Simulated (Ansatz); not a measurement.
# Electron–phonon scattering in ZnInMo in the AlB2 type, part 2 of 2

How good a conductor is ZnInMo in the AlB2 type when only phonons scatter, and how much computing does the answer need?

Ansatz 0.2.0; DFT PBEsol, scalar-relativistic, plane waves, PAW; PAW set soft_1.

So far, log mean phonon energy ħω_log (meV): step 7 (electron–phonon run: q 3×3×2, k 6×6×8, scattering 8×8×12) 12.0; step 8 (scattering mesh 12×12×20) 12.1. The relaxed cell has a = 4.509, c = 2.797 Å (conventional setting).

The structure was built from a prototype and need not be the compound's stable phase.

## (9) Resistivity: q 3×3×3, k 9×9×9, scattering 12×12×16

The next rung changes the q mesh, which sets the reach of the force constants and couplings; the k mesh of the density and its response; the scattering mesh, which samples the Fermi surface; the phonon self-energy between the q points, now taken in.

input.yaml

```yaml
crystal:
  lattice:
    - [4.5089077313, 3.2794e-06, 0.0]
    - [-2.2544567057, 3.9048269989, 0.0]
    - [0.0, 0.0, 2.7971227197]
  atoms:
    - { symbol: Mo, position: [0.0, 0.0, 0.0] }
    - { symbol: In, position: [0.3333333333, 0.6666666667, 0.5] }
    - { symbol: Zn, position: [0.6666666667, 0.3333333333, 0.5] }
kpoints:
  mp_grid: { grid: [9, 9, 9] }
hamiltonian:
  xc: pbesol
  pseudopotentials: { kind: paw, azcp: { folder: soft_1 }, xc_functional: pbe }
scf:
  occupations: { method: methfessel_paxton, width: 0.2 }
output:
  eigenvalues: true
phonons:
  method: dfpt
  qmesh: [3, 3, 3]
  temperatures: { t_max: 1000, t_step: 50 }
  qpath:
    path:
      - [[0.0, 0.0, 0.0], [0.5, 0.0, 0.0], [0.33333333, 0.33333333, 0.0], [0.0, 0.0, 0.0], [0.0, 0.0, 0.5], [0.5, 0.0, 0.5], [0.33333333, 0.33333333, 0.5], [0.0, 0.0, 0.5]]
      - [[0.5, 0.0, 0.5], [0.5, 0.0, 0.0]]
      - [[0.33333333, 0.33333333, 0.5], [0.33333333, 0.33333333, 0.0]]
    npoints: 10
  electrical_resistivity:
    mesh: [12, 12, 16]
    temperatures: [20.0, 50.0, 77.0, 100.0, 150.0, 200.0, 300.0, 400.0, 600.0, 800.0]
  superconductivity: { mesh: [12, 12, 16] }
```

On the command line:

```
$ ansatz run input.yaml --threads 4 --pin off --max-ram 12288MiB --backend cpu --events-out ev --progress --plain --runs-dir out
```

Run time: 18 min. Hardware: 4 threads of Arm Neoverse V2, shared host; peak memory 5.8 GiB.

This step gave:

```
zero point energy                                 : 0.08003 eV/cell
highest frequency, solved or plainly interpolated : 232 cm⁻¹
Debye temperature (second moment)                 : 285 K
resistivity at 300 K                              : 19.75 μΩ cm, mean of the axes
coupling constant λ                               : 0.2584
density of states at the Fermi level              : 0.8572 states/eV a spin and cell
log mean phonon energy ħω_log                     : 14.45 meV
transport coupling constant λ_tr                  : 0.3445, 0.3445, 0.2943 (xx, yy, zz)
Drude plasma energy                               : 3.718, 3.718, 5.416 eV (xx, yy, zz)
resistivity times mean free path                  : 17.79, 17.79, 8.193 × 10⁻¹⁶ Ω m² (xx, yy, zz)
second-moment phonon energy ħω₂                   : 16.82 meV
```

Some states were left unconverged by the eigensolver. By its own test the run is not converged in the mesh. λ = 0.258 and 19.8 μΩ cm at 300 K, against 0.329 and 26.4 in the run with q 3×3×2, k 6×6×8, scattering 8×8×12 (-21.5 % and -25.1 %). The run's own test puts 20 % between its two finest meshes on the component of the resistivity at 300 K that moves most. By the run's own test λ moves by 14 % between its two finest scattering meshes.

## (10) The ladder

Times are for 4 threads of Arm Neoverse V2, shared host. The runs compared:

```csv
no.,run,"resistivity at 300 K (μΩ cm, mean of the axes)",coupling constant λ,log mean phonon energy ħω_log (meV),time,memory (GiB)
1,"q 3×3×2, k 6×6×8, scattering 8×8×12",26.37,0.3292,11.99,3.8 min,0.94
2,"q 3×3×2, k 6×6×8, scattering 12×12×20",24.73,0.3185,12.1,4.5 min,1.2
3,"q 3×3×3, k 9×9×9, scattering 12×12×16",19.75,0.2584,14.45,18 min,5.8
```

The runs together, line α²F. The Eliashberg function α²F, α²F by phonon energy; read off at these points:

| phonon energy (meV) | q 3×3×2, k 6×6×8, scattering 8×8×12 | q 3×3×2, k 6×6×8, scattering 12×12×20 | q 3×3×3, k 9×9×9, scattering 12×12×16 |
| --- | --- | --- | --- |
| 1.0 | 0 | 0 | 0 |
| 2.0 | 1.3e-4 | 4.7e-4 | 1.4e-4 |
| 3.0 | 9.3e-4 | 0.00133 | 7.7e-4 |
| 4.0 | 0.00219 | 0.00265 | 0.00192 |
| 5.0 | 0.00504 | 0.00488 | 0.00465 |
| 6.0 | 0.0152 | 0.0164 | 0.0281 |
| 7.0 | 0.223 | 0.189 | 0.0493 |
| 8.0 | 0.289 | 0.248 | 0.0647 |
| 9.0 | 0.0543 | 0.0536 | 0.0485 |
| 10.0 | 0.0566 | 0.0592 | 0.0338 |
| 11.0 | 0.0652 | 0.0619 | 0.0566 |
| 12.0 | 0.0904 | 0.0992 | 0.0810 |
| 13.0 | 0.0964 | 0.0973 | 0.0972 |
| 13.5 | 0.153 | 0.135 | 0.159 |
| 14.0 | 0.0417 | 0.0487 | 0.0766 |
| 15.0 | 0.0671 | 0.0626 | 0.0508 |
| 16.0 | 0.0811 | 0.0877 | 0.0782 |
| 17.0 | 0.0888 | 0.0790 | 0.0865 |
| 18.0 | 0.0842 | 0.0843 | 0.160 |
| 18.4 | 0.0732 | 0.0738 | 0.238 |
| 19.0 | 0.0755 | 0.0700 | 0.229 |
| 20.0 | 0.106 | 0.0940 | 0.226 |
| 20.2 | 0.124 | 0.113 | 0.243 |
| 21.0 | 0.152 | 0.148 | 0.166 |
| 21.8 | 0.215 | 0.196 | 0.169 |
| 22.0 | 0.217 | 0.221 | 0.198 |
| 23.0 | 0.0928 | 0.0899 | 0.0303 |
| 24.0 | 0.0585 | 0.0535 | 0.0221 |
| 24.3 | 0.197 | 0.176 | 0.0272 |
| 25.0 | 0.0323 | 0.0338 | 0.0500 |
| 26.0 | 0.0603 | 0.0540 | 0.0599 |
| 27.0 | 0.0697 | 0.0763 | 0.0706 |
| 28.0 | 0.168 | 0.159 | 0.0836 |

## (11) What came out

```yaml
run: PBEsol, q 3×3×3, k 9×9×9, scattering 12×12×16
coupling_constant_lambda: 0.258
log_mean_phonon_energy_omega_log: 14.4 meV
states_at_the_fermi_level: 0.857 states/eV/spin/cell
resistivity_at_300_k: 24.4, 24.4, 10.5 μΩ cm (xx, yy, zz)
drude_plasma_energy: 3.72, 3.72, 5.42 eV (xx, yy, zz)
resistivity_times_mean_free_path: 17.8, 17.8, 8.19 × 10⁻¹⁶ Ω m² (xx, yy, zz)
change_between_its_two_finest_scattering_meshes: λ 14 %, resistivity at 300 K 20 %
time_of_that_run: 18 min
```

On the last rung that gave a resistivity at the base settings (q 3×3×3, k 9×9×9, scattering 12×12×16), ZnInMo in the AlB2 type has λ = 0.26 and a phonon-limited resistivity of 19.8 μΩ cm at 300 K. Across the runs of step 10 the resistivity at 300 K runs from 19.8 μΩ cm, mean of the axes (q 3×3×3, k 9×9×9, scattering 12×12×16) to 26.4 μΩ cm, mean of the axes (q 3×3×2, k 6×6×8, scattering 8×8×12), while the wall time spans a factor of 4.7. The coupling is weak (λ = 0.26), so phonons raise the electrons' mass at the Fermi surface by about 26 %, if this value holds on finer meshes. By the run's own test λ moves by 14 % between the two scattering meshes. Values of ρ(T) under 50 K rest on the softest modes, mostly interpolated ones, and are the least sure of the table. The high-temperature form ρ = 2π k_B T λ_tr/(ħ ε₀ ω_p²) gives 30.1 μΩ cm along x at 300 K, against 24.4 from the Boltzmann equation. Conduction is anisotropic: the resistivity differs by a factor of 2.3 between the axes. By their share in the modes' patterns, Mo atoms take 43 % of λ. The three lowest branches give 41 % of λ. By the run's own test, which takes the component that moves most, the resistivity at 300 K moves by 20 % between its two finest scattering meshes, so it is not converged. In the run quoted no mode is imaginary at the wavevectors of the 3×3×3 mesh; another run of the session found or stopped at an imaginary mode. A coarser run stopped at an imaginary mode, so the soft modes hang on the meshes. Only scattering by harmonic phonons counts; impurities, grain boundaries and thermal expansion are left out. The phonon runs are not spin-polarised. The PAW files were made for PBE; under other functionals the run regenerates their frozen core. The structure was built by hand as an ordered model, and its stability against other phases was not tested.

[Logs are printed without paths, hosts, clocks, repeated set-up lines and the standing remarks that a program may print on its own settings, such as how far it seeks lower states.]

[Hosts, paths, dates, database ids (printed as entryN), source tags and the programs' standing remarks are cut or masked in the printed files.]
